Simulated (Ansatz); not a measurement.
## Work function of Pt(111): what the settings cost and change

Aim: the work function of Pt(111) against thickness and vacuum, with the cost.

Program: Ansatz 0.2.0. Level of theory: plane-wave DFT, PBE, Ansatz PAW. Results are calculated unless marked as measured.

Experimental background.

For Pt (clean (111) face, a compiled value), “Anisotropic work function of elemental crystals” (2019, arxiv:1902.07811) quotes earlier work: work function (clean (111) face, a compiled value) 5.91 eV.

This is a report of a sequence of runs, with most program output left out.

### 1. The starting structure

The cell holds 1 atom: 1 Pt. Its edges and angles: a = 2.772 Å, b = 2.772 Å, c = 18.000 Å, α = 90.0°, β = 90.0°, γ = 60.0°. Vacuum lies along c.

### 2. Run, setting 1 layer

A work function rests on the faint tail of the density, so the SCF threshold is tight. The slab grows from one layer, at fixed mesh and 18 Å of vacuum; then the vacuum is varied on one slab.

Input file input.yaml:

```yaml
crystal:
  lattice:
    - [2.7718585823, 0.0, 0.0]
    - [1.3859292911, 2.4004999479, 0.0]
    - [0.0, 0.0, 18.0]
  atoms:
    - { symbol: Pt, position: [0.6666666667, 0.6666666667, 0.5] }
kpoints:
  mp_grid: { grid: [17, 17, 1] }
hamiltonian:
  xc: pbe
scf:
  occupations: { method: fermi_dirac, width: 0.1 }
  convergence: { dr2_threshold: 1.0e-09 }
efield:
  axis: 3
  dipole_correction: true
  ramp_position: 0.97
  ramp_width: 0.06
output:
  write_potential: true
  write_density: true
  volumetric_format: npy
  elf: true
```

Launch:

```sh
$ ansatz run input.yaml --threads 2 --pin off --max-ram 3072MiB --backend cpu --events-out ev --progress --plain --runs-dir out
```

Run time: 7.3 s. Hardware: 2 threads of Arm Neoverse N1, shared host; peak memory 0.38 GiB.

This step gave:

| Property | Result |
| --- | --- |
| energy at zero smearing | -12521.9226 eV |
| work function, upper face | 6.587 eV |

Running mean over 2.263 Å of the planar mean; the ramp of the sawtooth is left out. The electron's electrostatic potential energy less the Fermi level by z:

| z (Å) | electron's electrostatic potential energy less the Fermi level (eV) |
| --- | --- |
| 2.88 | 6.59 |
| 3.17 | 6.59 |
| 3.60 | 6.59 |
| 3.89 | 6.59 |
| 4.18 | 6.59 |
| 4.46 | 6.59 |
| 4.90 | 6.59 |
| 5.18 | 6.58 |
| 5.47 | 6.58 |
| 5.90 | 6.55 |
| 6.19 | 6.50 |
| 6.48 | 6.38 |
| 6.91 | 5.81 |
| 7.20 | 4.66 |
| 7.49 | 2.26 |
| 7.78 | -1.23 |
| 8.21 | -6.72 |
| 8.50 | -9.24 |
| 8.78 | -10.4 |
| 9.22 | -10.4 |
| 9.50 | -9.24 |
| 9.79 | -6.72 |
| 10.22 | -1.23 |
| 10.51 | 2.26 |
| 10.80 | 4.66 |
| 11.09 | 5.81 |
| 11.52 | 6.38 |
| 11.81 | 6.50 |
| 12.10 | 6.55 |
| 12.53 | 6.58 |
| 12.82 | 6.58 |
| 13.10 | 6.59 |
| 13.54 | 6.59 |
| 13.82 | 6.59 |
| 14.11 | 6.59 |
| 14.40 | 6.59 |
| 14.83 | 6.59 |
| 15.12 | 6.59 |

Valence density in the ca plane at fractional y = 0.667, with atoms of Pt within 0.2 Å of it. It is the smooth field of the valence electrons, not physical close to the nuclei.

Values in units of 1e0 e/Å³, 5 rows by 16 columns, each cell a mean:
```
0.0 0.0 0.0 0.0 0.0 0.0 0.1 2.4 3.4 0.1 0.0 0.0 0.0 0.0 0.0 0.0
0.0 0.0 0.0 0.0 0.0 0.0 0.1 4.7 6.6 0.2 0.0 0.0 0.0 0.0 0.0 0.0
0.0 0.0 0.0 0.0 0.0 0.0 0.1 2.3 3.2 0.1 0.0 0.0 0.0 0.0 0.0 0.0
0.0 0.0 0.0 0.0 0.0 0.0 0.0 0.4 0.5 0.0 0.0 0.0 0.0 0.0 0.0 0.0
0.0 0.0 0.0 0.0 0.0 0.0 0.0 0.4 0.5 0.0 0.0 0.0 0.0 0.0 0.0 0.0
```
Columns run along c (18.0 Å), rows up along a (2.8 Å). Atoms in or near the plane, at fractional coordinates: Pt at (0.50, 0.67).

Electrostatic potential energy in the ca plane at fractional y = 0.667, with atoms of Pt within 0.2 Å of it. With pseudopotentials it is smooth inside the atoms' cores, unlike the true potential.

Ten even steps from '0' (-51 eV) to '9' (4 eV), each cell a mean:
```
99999999999999999999610389999999999999999999
99999999999999999998200069999999999999999999
99999999999999999998100059999999999999999999
99999999999999999998300069999999999999999999
99999999999999999999721589999999999999999999
99999999999999999999877899999999999999999999
99999999999999999999988899999999999999999999
99999999999999999999876799999999999999999999
```
Columns run along c (18.0 Å; values clipped at the 3rd and 97th percentile), rows up along a (2.8 Å). Atoms in or near the plane, at fractional coordinates: Pt at (0.50, 0.67).

ELF in the ca plane at fractional y = 0.667, with atoms of Pt within 0.2 Å of it. It is the smooth field of the valence electrons, not physical close to the nuclei.

Ten even steps from '0' (0.00) to '9' (0.68), each cell a mean:
```
00000000000000000134578654210000000000000000
00000000000000000245799865310000000000000000
00000000000000001246899975310000000000000000
00000000000000000245799865310000000000000000
00000000000000000134567543200000000000000000
00000000000000000013344432100000000000000000
00000000000000000012344432100000000000000000
00000000000000000023444432100000000000000000
```
Columns run along c (18.0 Å), rows up along a (2.8 Å). Atoms in or near the plane, at fractional coordinates: Pt at (0.50, 0.67).

The work function is 6.587 eV.

### 3. Run, 2 atoms

System of this step: Pt(111). The cell holds 2 atoms: 2 Pt. Cell: a = 2.772 Å, b = 2.772 Å, c = 20.263 Å, α = 90.0°, β = 90.0°, γ = 60.0°. Vacuum lies along c.

input.yaml, the sections that differ from step 2:

```yaml
crystal:
  lattice:
    - [2.7718585823, 0.0, 0.0]
    - [1.3859292911, 2.4004999479, 0.0]
    - [0.0, 0.0, 20.2632130552]
  atoms:
    - { symbol: Pt, position: [0.6666666667, 0.6666666667, 0.4441546351] }
    - { symbol: Pt, position: [0.0, 0.0, 0.5558453649] }
output:
  write_potential: true
  write_density: true
  volumetric_format: npy
# kpoints, hamiltonian, scf, efield: as in step 2
```

Wall time 12 s (2 threads); peak memory 0.39 GiB; 24 s of CPU time.

The work function is 5.619 eV, -0.969 eV from the run “1 layer”, at 1.7 times its CPU time.

### 4. Run, 3 atoms

System of this step: Pt(111). The cell holds 3 atoms: 3 Pt. Cell: a = 2.772 Å, b = 2.772 Å, c = 22.526 Å, α = 90.0°, β = 90.0°, γ = 60.0°. Vacuum lies along c.

input.yaml, the sections that differ from step 3:

```yaml
crystal:
  lattice:
    - [2.7718585823, 0.0, 0.0]
    - [1.3859292911, 2.4004999479, 0.0]
    - [0.0, 0.0, 22.5264261104]
  atoms:
    - { symbol: Pt, position: [0.3333333333, 0.3333333333, 0.3995307536] }
    - { symbol: Pt, position: [0.6666666667, 0.6666666667, 0.5] }
    - { symbol: Pt, position: [0.0, 0.0, 0.6004692464] }
# kpoints, hamiltonian, scf, efield, output: as in step 3
```

Run time: 22 s. Hardware: 2 threads; peak memory 0.45 GiB.

The work function is 5.740 eV, +0.122 eV from the run “2 layers”, at 1.8 times its CPU time.

### 5. Run, 4 atoms

System of this step: Pt(111). The cell holds 4 atoms: 4 Pt. Cell: a = 2.772 Å, b = 2.772 Å, c = 24.790 Å, α = 90.0°, β = 90.0°, γ = 60.0°. Vacuum lies along c.

input.yaml, the sections that differ from step 4:

```yaml
crystal:
  lattice:
    - [2.7718585823, 0.0, 0.0]
    - [1.3859292911, 2.4004999479, 0.0]
    - [0.0, 0.0, 24.7896391657]
  atoms:
    - { symbol: Pt, position: [0.0, 0.0, 0.3630549013] }
    - { symbol: Pt, position: [0.3333333333, 0.3333333333, 0.4543516338] }
    - { symbol: Pt, position: [0.6666666667, 0.6666666667, 0.5456483662] }
    - { symbol: Pt, position: [0.0, 0.0, 0.6369450987] }
# kpoints, hamiltonian, scf, efield, output: as in step 4
```

Wall time 33 s (2 threads); peak memory 0.51 GiB; 63 s of CPU time.

The work function is 5.664 eV, -0.077 eV from the run “3 layers”, at 1.5 times its CPU time.

### 6. Slab, 5 atoms

System of this step: Pt(111). The cell holds 5 atoms: 5 Pt. Its edges and angles: a = 2.772 Å, b = 2.772 Å, c = 27.053 Å, α = 90.0°, β = 90.0°, γ = 60.0°. Vacuum lies along c.

input.yaml, the sections that differ from step 5:

```yaml
crystal:
  lattice:
    - [2.7718585823, 0.0, 0.0]
    - [1.3859292911, 2.4004999479, 0.0]
    - [0.0, 0.0, 27.0528522209]
  atoms:
    - { symbol: Pt, position: [0.6666666667, 0.6666666667, 0.3326821115] }
    - { symbol: Pt, position: [0.0, 0.0, 0.4163410558] }
    - { symbol: Pt, position: [0.3333333333, 0.3333333333, 0.5] }
    - { symbol: Pt, position: [0.6666666667, 0.6666666667, 0.5836589442] }
    - { symbol: Pt, position: [0.0, 0.0, 0.6673178885] }
# kpoints, hamiltonian, scf, efield, output: as in step 5
```

Elapsed: 39 s, on 2 threads; peak memory 0.59 GiB; 78 s of CPU time.

The work function is 5.663 eV, -0.001 eV from the run “4 layers”, at 1.2 times its CPU time.

### 7. Slab, 6 atoms

System of this step: Pt(111). The cell holds 6 atoms: 6 Pt. Its edges and angles: a = 2.772 Å, b = 2.772 Å, c = 29.316 Å, α = 90.0°, β = 90.0°, γ = 60.0°. Vacuum lies along c.

input.yaml, the sections that differ from step 6:

```yaml
crystal:
  lattice:
    - [2.7718585823, 0.0, 0.0]
    - [1.3859292911, 2.4004999479, 0.0]
    - [0.0, 0.0, 29.3160652761]
  atoms:
    - { symbol: Pt, position: [0.3333333333, 0.3333333333, 0.3069989071] }
    - { symbol: Pt, position: [0.6666666667, 0.6666666667, 0.3841993443] }
    - { symbol: Pt, position: [0.0, 0.0, 0.4613997814] }
    - { symbol: Pt, position: [0.3333333333, 0.3333333333, 0.5386002186] }
    - { symbol: Pt, position: [0.6666666667, 0.6666666667, 0.6158006557] }
    - { symbol: Pt, position: [0.0, 0.0, 0.6930010929] }
# kpoints, hamiltonian, scf, efield, output: as in step 6
```

The job ended after 51 s (2 threads; peak memory 0.69 GiB).

The work function is 5.683 eV, +0.020 eV from the run “5 layers”, at 1.3 times its CPU time.

### 8. Slab, 8 atoms

System of this step: Pt(111). The cell holds 8 atoms: 8 Pt. Cell: a = 2.772 Å, b = 2.772 Å, c = 33.842 Å, α = 90.0°, β = 90.0°, γ = 60.0°. Vacuum lies along c.

input.yaml, the sections that differ from step 7:

```yaml
crystal:
  lattice:
    - [2.7718585823, 0.0, 0.0]
    - [1.3859292911, 2.4004999479, 0.0]
    - [0.0, 0.0, 33.8424913866]
  atoms:
    - { symbol: Pt, position: [0.6666666667, 0.6666666667, 0.2659378678] }
    - { symbol: Pt, position: [0.0, 0.0, 0.3328127627] }
    - { symbol: Pt, position: [0.3333333333, 0.3333333333, 0.3996876576] }
    - { symbol: Pt, position: [0.6666666667, 0.6666666667, 0.4665625525] }
    - { symbol: Pt, position: [0.0, 0.0, 0.5334374475] }
    - { symbol: Pt, position: [0.3333333333, 0.3333333333, 0.6003123424] }
    - { symbol: Pt, position: [0.6666666667, 0.6666666667, 0.6671872373] }
    - { symbol: Pt, position: [0.0, 0.0, 0.7340621322] }
# kpoints, hamiltonian, scf, efield, output: as in step 7
```

Wall time 98 s (2 threads); peak memory 0.93 GiB.

The work function is 5.674 eV, -0.009 eV from the run “6 layers”, at 1.9 times its CPU time.

### 9. Run, 10 atoms

System of this step: Pt(111). The cell holds 10 atoms: 10 Pt. Its edges and angles: a = 2.772 Å, b = 2.772 Å, c = 38.369 Å, α = 90.0°, β = 90.0°, γ = 60.0°. Vacuum lies along c.

input.yaml, the sections that differ from step 8:

```yaml
crystal:
  lattice:
    - [2.7718585823, 0.0, 0.0]
    - [1.3859292911, 2.4004999479, 0.0]
    - [0.0, 0.0, 38.368917497]
  atoms:
    - { symbol: Pt, position: [0.0, 0.0, 0.2345648662] }
    - { symbol: Pt, position: [0.3333333333, 0.3333333333, 0.2935504515] }
    - { symbol: Pt, position: [0.6666666667, 0.6666666667, 0.3525360368] }
    - { symbol: Pt, position: [0.0, 0.0, 0.4115216221] }
    - { symbol: Pt, position: [0.3333333333, 0.3333333333, 0.4705072074] }
    - { symbol: Pt, position: [0.6666666667, 0.6666666667, 0.5294927926] }
    - { symbol: Pt, position: [0.0, 0.0, 0.5884783779] }
    - { symbol: Pt, position: [0.3333333333, 0.3333333333, 0.6474639632] }
    - { symbol: Pt, position: [0.6666666667, 0.6666666667, 0.7064495485] }
    - { symbol: Pt, position: [0.0, 0.0, 0.7654351338] }
# kpoints, hamiltonian, scf, efield, output: as in step 8
```

The job ended after 2.7 min (2 threads; peak memory 1.2 GiB).

The work function is 5.665 eV, -0.009 eV from the run “8 layers”, at 1.6 times its CPU time.

### 10. Run, 13 atoms

System of this step: Pt(111). The cell holds 13 atoms: 13 Pt. Its edges and angles: a = 2.772 Å, b = 2.772 Å, c = 45.159 Å, α = 90.0°, β = 90.0°, γ = 60.0°. Vacuum lies along c.

input.yaml, the sections that differ from step 9:

```yaml
crystal:
  lattice:
    - [2.7718585823, 0.0, 0.0]
    - [1.3859292911, 2.4004999479, 0.0]
    - [0.0, 0.0, 45.1585566627]
  atoms:
    - { symbol: Pt, position: [0.0, 0.0, 0.199297778] }
    - { symbol: Pt, position: [0.3333333333, 0.3333333333, 0.249414815] }
    - { symbol: Pt, position: [0.6666666667, 0.6666666667, 0.299531852] }
    - { symbol: Pt, position: [0.0, 0.0, 0.349648889] }
    - { symbol: Pt, position: [0.3333333333, 0.3333333333, 0.399765926] }
    - { symbol: Pt, position: [0.6666666667, 0.6666666667, 0.449882963] }
    - { symbol: Pt, position: [0.0, 0.0, 0.5] }
    - { symbol: Pt, position: [0.3333333333, 0.3333333333, 0.550117037] }
    - { symbol: Pt, position: [0.6666666667, 0.6666666667, 0.600234074] }
    - { symbol: Pt, position: [0.0, 0.0, 0.650351111] }
    - { symbol: Pt, position: [0.3333333333, 0.3333333333, 0.700468148] }
    - { symbol: Pt, position: [0.6666666667, 0.6666666667, 0.750585185] }
    - { symbol: Pt, position: [0.0, 0.0, 0.800702222] }
# kpoints, hamiltonian, scf, efield, output: as in step 9
```

Run time: 4.7 min. Hardware: 2 threads; peak memory 1.7 GiB; 9.2 min of CPU time.

The work function is 5.667 eV, +0.002 eV from the run “10 layers”, at 1.7 times its CPU time.

### 11. Slab, 7 atoms

System of this step: Pt(111). The cell holds 7 atoms: 7 Pt. Cell: a = 2.772 Å, b = 2.772 Å, c = 23.579 Å, α = 90.0°, β = 90.0°, γ = 60.0°. Vacuum lies along c.

input.yaml, the sections that differ from step 10:

```yaml
crystal:
  lattice:
    - [2.7718585823, 0.0, 0.0]
    - [1.3859292911, 2.4004999479, 0.0]
    - [0.0, 0.0, 23.5792783313]
  atoms:
    - { symbol: Pt, position: [0.0, 0.0, 0.212050595] }
    - { symbol: Pt, position: [0.3333333333, 0.3333333333, 0.30803373] }
    - { symbol: Pt, position: [0.6666666667, 0.6666666667, 0.404016865] }
    - { symbol: Pt, position: [0.0, 0.0, 0.5] }
    - { symbol: Pt, position: [0.3333333333, 0.3333333333, 0.595983135] }
    - { symbol: Pt, position: [0.6666666667, 0.6666666667, 0.69196627] }
    - { symbol: Pt, position: [0.0, 0.0, 0.787949405] }
# kpoints, hamiltonian, scf, efield, output: as in step 10
```

The job ended after 59 s (2 threads; peak memory 0.66 GiB).

The work function is 5.660 eV. The program marks this work function as in doubt.

### 12. Slab, 7 atoms (run 2)

The cell differs from the one that the last finished run ended in (c 23.579 → 27.579 Å).

input.yaml, the sections that differ from step 11:

```yaml
crystal:
  lattice:
    - [2.7718585823, 0.0, 0.0]
    - [1.3859292911, 2.4004999479, 0.0]
    - [0.0, 0.0, 27.5792783313]
  atoms:
    - { symbol: Pt, position: [0.0, 0.0, 0.253813748] }
    - { symbol: Pt, position: [0.3333333333, 0.3333333333, 0.335875832] }
    - { symbol: Pt, position: [0.6666666667, 0.6666666667, 0.417937916] }
    - { symbol: Pt, position: [0.0, 0.0, 0.5] }
    - { symbol: Pt, position: [0.3333333333, 0.3333333333, 0.582062084] }
    - { symbol: Pt, position: [0.6666666667, 0.6666666667, 0.664124168] }
    - { symbol: Pt, position: [0.0, 0.0, 0.746186252] }
# kpoints, hamiltonian, scf, efield, output: as in step 11
```

Run time: 61 s. Hardware: 2 threads; peak memory 0.73 GiB; 2 min of CPU time.

The work function is 5.663 eV, +0.003 eV from the run “7 layers, 10 Å of vacuum”, at 1.0 times its CPU time.

### 13. Run, 7 atoms

The cell differs from the one that the last finished run ended in (c 27.579 → 39.579 Å).

input.yaml, the sections that differ from step 12:

```yaml
crystal:
  lattice:
    - [2.7718585823, 0.0, 0.0]
    - [1.3859292911, 2.4004999479, 0.0]
    - [0.0, 0.0, 39.5792783313]
  atoms:
    - { symbol: Pt, position: [0.0, 0.0, 0.3284547002] }
    - { symbol: Pt, position: [0.3333333333, 0.3333333333, 0.3856364668] }
    - { symbol: Pt, position: [0.6666666667, 0.6666666667, 0.4428182334] }
    - { symbol: Pt, position: [0.0, 0.0, 0.5] }
    - { symbol: Pt, position: [0.3333333333, 0.3333333333, 0.5571817666] }
    - { symbol: Pt, position: [0.6666666667, 0.6666666667, 0.6143635332] }
    - { symbol: Pt, position: [0.0, 0.0, 0.6715452998] }
# kpoints, hamiltonian, scf, efield, output: as in step 12
```

Elapsed: 86 s, on 2 threads; peak memory 0.94 GiB; 2.9 min of CPU time.

The work function is 5.663 eV, -0.000 eV from the run “7 layers, 14 Å of vacuum”, at 1.4 times its CPU time.

### 14. Side by side

Times are for 2 threads of Arm Neoverse N1, shared host. Results by setting:

| no. | setting | work function, upper face (eV) | time | memory (GiB) |
| --- | --- | --- | --- | --- |
| 1 | 1 layer | 6.587 | 7.3 s | 0.38 |
| 2 | 2 layers | 5.619 | 12 s | 0.39 |
| 3 | 3 layers | 5.740 | 22 s | 0.45 |
| 4 | 4 layers | 5.664 | 33 s | 0.51 |
| 5 | 5 layers | 5.663 | 39 s | 0.59 |
| 6 | 6 layers | 5.683 | 51 s | 0.69 |
| 7 | 8 layers | 5.674 | 98 s | 0.93 |
| 8 | 10 layers | 5.665 | 2.7 min | 1.2 |
| 9 | 13 layers | 5.667 | 4.7 min | 1.7 |
| 10 | 7 layers, 10 Å of vacuum | 5.660 | 59 s | 0.66 |
| 11 | 7 layers, 14 Å of vacuum | 5.663 | 61 s | 0.73 |
| 12 | 7 layers, 26 Å of vacuum | 5.663 | 86 s | 0.94 |

### 15. A changed input

System of this step: Pt(111) monolayer. The cell holds 1 atom: 1 Pt. Its edges and angles: a = 2.772 Å, b = 2.772 Å, c = 18.000 Å, α = 90.0°, β = 90.0°, γ = 60.0°. Vacuum lies along c.

An input spoilt on purpose, to show how the run answers: it repeats the earlier run “1 layer” with efield.ramp_width from 0.06 to 0.9, and scf.max_iter set to 75; its output block differs too.

input.yaml, the sections that differ from step 13:

```yaml
crystal:
  lattice:
    - [2.7718585823, 0.0, 0.0]
    - [1.3859292911, 2.4004999479, 0.0]
    - [0.0, 0.0, 18.0]
  atoms:
    - { symbol: Pt, position: [0.6666666667, 0.6666666667, 0.5] }
scf:
  occupations: { method: fermi_dirac, width: 0.1 }
  convergence: { dr2_threshold: 1.0e-09 }
  max_iter: 75
efield:
  axis: 3
  dipole_correction: true
  ramp_position: 0.97
  ramp_width: 0.9
# kpoints, hamiltonian, output: as in step 13
```

Run time: 0.23 s. Hardware: 2 threads; peak memory 0.22 GiB.

The program refused the input before any cycle.

The program's message: “Error: efield: ion 0 (Pt) at fractional coordinate 0.5000 along the field axis lies inside the sawtooth ramp with 2 of the planes that the density is read on at each end, [0.9540, 0.8860] — the ramp m …”

The fault put into the input: a ramp so wide that it reaches the atoms.

### 16. Outcome

```json
{
  "work function, 1 layer": "6.587 eV",
  "work function, 2 layers": "5.619 eV",
  "work function, 6 layers": "5.683 eV",
  "work function, 13 layers": "5.667 eV"
}
```

**Reading.** The thickest slab gives 5.67 eV, and the settings tried spread the value from 5.62 to 6.59 eV. At 18 Å of vacuum, the slabs from 4 layers on stay within 0.02 eV of the thickest. Going from 10 to 26 Å of vacuum moves it by 0.003 eV. The program marks the value as in doubt in “7 layers, 10 Å of vacuum”. The ladder's slabs use the tabulated experimental lattice constant (two decimals; a low-temperature value for the alkali metals). The main runs have no spin polarisation; a magnetic state could lie lower and would change these results. In 1 run of the series (7 layers, 10 Å of vacuum) the program warns that electrons reach the sawtooth's ramp, which makes dipole and work function less sure.

Computed beside measured:

| quantity | measured | 13 layers |
| --- | --- | --- |
| work function (clean (111) face, a compiled value) (eV) | 5.91 | 5.67 (-0.24 eV) |

Measured values from arxiv:1902.07811 (2019).

Verdict: The work function is off by -0.24 eV: fair agreement. The grades are ours: good and fair within 3 and 7 % for the work function. No cell relaxation is part of this session.

[Logs are printed without paths, hosts, clocks, repeated set-up lines and the standing remarks that a program may print on its own settings, such as how far it seeks lower states.]

[Hosts, paths, dates, database ids (printed as entryN), source tags and the programs' standing remarks are cut or masked in the printed files.]

[Maps of the electrostatic potential energy from Ansatz leave out the sawtooth potential of an applied field or a dipole correction, so their vacuum need not be flat; planar profiles and work functions include it.]
